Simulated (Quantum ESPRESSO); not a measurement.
# CuO (Tenorite): which magnetic order is lowest

A self-consistent run ends on one state, which hangs on the start. Several orders of CuO (Tenorite) are started in Quantum ESPRESSO and their energies compared.

Main program and level: Quantum ESPRESSO 7.5; LDA with U = 6 eV on Cu d (ortho-atomic projectors); plane waves with GBRV 1.5 LDA potentials, no spin-orbit coupling.

This is a report of a sequence of runs, with most program output left out.

### 1. The structure

It takes space group C2/c (No. 15, monoclinic). Conventional cell: a = 4.684 Å, b = 3.423 Å, c = 5.129 Å, α = 90.00°, β = 99.54°, γ = 90.00°. Nearest to Cu lie 4 O at 1.95 to 1.96 Å. O has 4 Cu at 1.95 to 1.96 Å nearest. Farther neighbours and most contacts between anions are not listed.

The cell comes from the Crystallography Open Database.

### 2. Run 1, typed as ferro ++

The signs are those of the starting moments on the seeded atoms, the atoms that are given a moment.

Contents of pw.in:

```
&CONTROL
  calculation = 'scf'
  prefix = 'pwscf'
  outdir = './tmp'
  pseudo_dir = './pseudo'
  disk_io = 'nowf'
/
&SYSTEM
  ibrav = 0
  nat = 4
  ntyp = 2
  ecutwfc = 40
  ecutrho = 280
  nbnd = 35
  occupations = 'smearing'
  smearing = 'fd'
  degauss = 0.00367493
  nspin = 2
  starting_magnetization(1) = 0.0526
  starting_magnetization(2) = 0
/
&ELECTRONS
  conv_thr = 8d-09
  electron_maxstep = 150
  mixing_beta = 0.3
/
ATOMIC_SPECIES
Cu     63.5460 cu_lda_v1.2.uspp.F.UPF
O      15.9990 o_lda_v1.2.uspp.F.UPF
CELL_PARAMETERS angstrom
   2.3418500000   -1.7113000000    0.0000000000
   2.3418500000    1.7113000000    0.0000000000
  -0.8500274268    0.0000000000    5.0578693947
ATOMIC_POSITIONS crystal
Cu      0.0000000000    0.5000000000    0.0000000000
Cu      0.5000000000    0.0000000000    0.5000000000
O       0.5816000000    0.4184000000    0.2500000000
O       0.4184000000    0.5816000000    0.7500000000
K_POINTS automatic
8 8 4 0 0 0
HUBBARD {ortho-atomic}
U Cu-3d 6.0000
```

Launch:

```sh
OMP_NUM_THREADS=1 mpirun -n 4 pw.x -nk 4 -in pw.in > pw.out
```

It took 31 s on 4 MPI ranks of Intel Xeon Platinum 8488C (Sapphire Rapids), shared host; peak memory 0.46 GiB.

Spin moment in the atom's sphere by atom:

```
atom  spin moment in the atom's sphere (μB)
 Cu1                                  0.671
 Cu2                                  0.671
  O3                                  0.302
  O4                                  0.302
```

This step gave:

```yaml
smearing_term_ts: 0.001300 eV
magnetization: 1.992 μB
absolute_magnetization: 2.069 μB
final_state: ferromagnetic
```

### 3. Start 2: antiferro +−

Contents of pw.in:

```
&CONTROL
  calculation = 'scf'
  prefix = 'pwscf'
  outdir = './tmp'
  pseudo_dir = './pseudo'
  disk_io = 'nowf'
/
&SYSTEM
  ibrav = 0
  nat = 4
  ntyp = 3
  ecutwfc = 40
  ecutrho = 280
  nbnd = 34
  occupations = 'smearing'
  smearing = 'fd'
  degauss = 0.00367493
  nspin = 2
  starting_magnetization(1) = 0.0526
  starting_magnetization(2) = -0.0526
  starting_magnetization(3) = 0
/
&ELECTRONS
  conv_thr = 8d-09
  electron_maxstep = 150
  mixing_beta = 0.3
/
ATOMIC_SPECIES
Cu1    63.5460 cu_lda_v1.2.uspp.F.UPF
Cu2    63.5460 cu_lda_v1.2.uspp.F.UPF
O      15.9990 o_lda_v1.2.uspp.F.UPF
CELL_PARAMETERS angstrom
   2.3418500000   -1.7113000000    0.0000000000
   2.3418500000    1.7113000000    0.0000000000
  -0.8500274268    0.0000000000    5.0578693947
ATOMIC_POSITIONS crystal
Cu1     0.0000000000    0.5000000000    0.0000000000
Cu2     0.5000000000    0.0000000000    0.5000000000
O       0.5816000000    0.4184000000    0.2500000000
O       0.4184000000    0.5816000000    0.7500000000
K_POINTS automatic
8 8 4 0 0 0
HUBBARD {ortho-atomic}
U Cu1-3d 6.0000
U Cu2-3d 6.0000
```

Elapsed: 42 s, on 4 MPI ranks; peak memory 0.55 GiB; 2.8 min of CPU time.

Spin moment in the atom's sphere by atom:

```
atom  spin moment in the atom's sphere (μB)
 Cu1                                  0.603
 Cu2                                 -0.603
  O3                                  0.000
  O4                                  0.000
```

Numbers from this step:

```
smearing term TS       : 4.33e-5 eV
magnetization          : 0 μB
absolute magnetization : 1.563 μB
final state            : antiferromagnetic
```

### 4. Run 3, typed as antiferro q=(0,1/2,1/2) +−+−

This order needs a doubled cell of 8 atoms. The wavevector q is in fractions of the reciprocal vectors of the crystal's primitive cell, as the cells of these inputs are built from it; moments change sign between cells as cos(2π q·R).

Contents of pw.in:

```
&CONTROL
  calculation = 'scf'
  prefix = 'pwscf'
  outdir = './tmp'
  pseudo_dir = './pseudo'
  disk_io = 'nowf'
/
&SYSTEM
  ibrav = 0
  nat = 8
  ntyp = 3
  ecutwfc = 40
  ecutrho = 280
  nbnd = 64
  occupations = 'smearing'
  smearing = 'fd'
  degauss = 0.00367493
  nspin = 2
  starting_magnetization(1) = 0.0526
  starting_magnetization(2) = -0.0526
  starting_magnetization(3) = 0
/
&ELECTRONS
  conv_thr = 1.6d-08
  electron_maxstep = 150
  mixing_beta = 0.3
/
ATOMIC_SPECIES
Cu1    63.5460 cu_lda_v1.2.uspp.F.UPF
Cu2    63.5460 cu_lda_v1.2.uspp.F.UPF
O      15.9990 o_lda_v1.2.uspp.F.UPF
CELL_PARAMETERS angstrom
   2.3418500000   -1.7113000000    0.0000000000
   4.6837000000    3.4226000000    0.0000000000
   1.4918225732    1.7113000000    5.0578693947
ATOMIC_POSITIONS crystal
Cu1     0.0000000000    0.2500000000    0.0000000000
Cu2     0.0000000000    0.7500000000    0.0000000000
Cu1     0.5000000000    0.7500000000    0.5000000000
Cu2     0.5000000000    0.2500000000    0.5000000000
O       0.5816000000    0.0842000000    0.2500000000
O       0.5816000000    0.5842000000    0.2500000000
O       0.4184000000    0.9158000000    0.7500000000
O       0.4184000000    0.4158000000    0.7500000000
K_POINTS automatic
8 4 4 0 0 0
HUBBARD {ortho-atomic}
U Cu1-3d 6.0000
U Cu2-3d 6.0000
```

Elapsed: 1.9 min, on 4 MPI ranks; peak memory 0.89 GiB; 7.5 min of CPU time.

Spin moment in the atom's sphere by atom:

```
atom  spin moment in the atom's sphere (μB)
 Cu1                                  0.648
 Cu2                                 -0.648
 Cu3                                  0.649
 Cu4                                 -0.649
  O5                                  0.143
  O6                                 -0.143
  O7                                 -0.143
  O8                                  0.143
```

Numbers from this step:

```yaml
smearing_term_ts: 6.10e-4 eV
magnetization: 0 μB
absolute_magnetization: 3.499 μB
final_state: antiferromagnetic
```

### 5. Ranking

An order is kept where moments of 0.15 μB or more survive with the typed signs; meshes match where a doubled cell samples the same k points as the first cell.

Orders:

```
                       start        final state  typed order kept  energy over the lowest (meV a seeded atom)  largest site moment (μB)  net moment (μB a cell of the first run)  mesh matched  CPU time (s)
                    ferro ++      ferromagnetic               yes                                       57.67                    0.6708                                    1.992           yes         121.4
                antiferro +-  antiferromagnetic               yes                                           0                    0.6029                                        0           yes         165.3
antiferro q=(0,1/2,1/2) +-+-  antiferromagnetic               yes                                       51.67                    0.6494                                        0            no         447.1
```

### 6. Occupations of the corrected shells in the lowest state

Occupations of the Hubbard shells:

```
block  type  shell  spin  electrons             occupation numbers
    1   Cu1     3d    up      4.913  0.968 0.983 0.986 0.987 0.990
    1   Cu1     3d  down      4.324  0.399 0.965 0.985 0.986 0.988
    2   Cu2     3d    up      4.324  0.399 0.965 0.985 0.986 0.988
    2   Cu2     3d  down      4.913  0.968 0.983 0.986 0.987 0.990
```

### 7. Summary of results

```json
{"lowest state found": "antiferromagnetic (from antiferro +-)", "largest site moment": "0.603 μB", "next state with moments": "antiferromagnetic, 51.7 meV a seeded atom higher"}
```

What this shows: The k meshes of the cells are not all equivalent, which blurs small differences. Only these 3 starts were compared; other wavevectors, canted and longer-period orders were not.

[Logs and program files are shortened in this print: banners, set-up blocks, solver, clock and traceback lines can be left out without a mark of their own.]

[Logs are printed without paths, hosts, clocks, repeated set-up lines and the standing remarks that a program may print on its own settings, such as how far it seeks lower states.]

[Hosts, paths, dates, database ids (printed as entryN), source tags and the programs' standing remarks are cut or masked in the printed files.]

[Where a cell is said to come from a database of computed structures, the database is the Materials Project.]
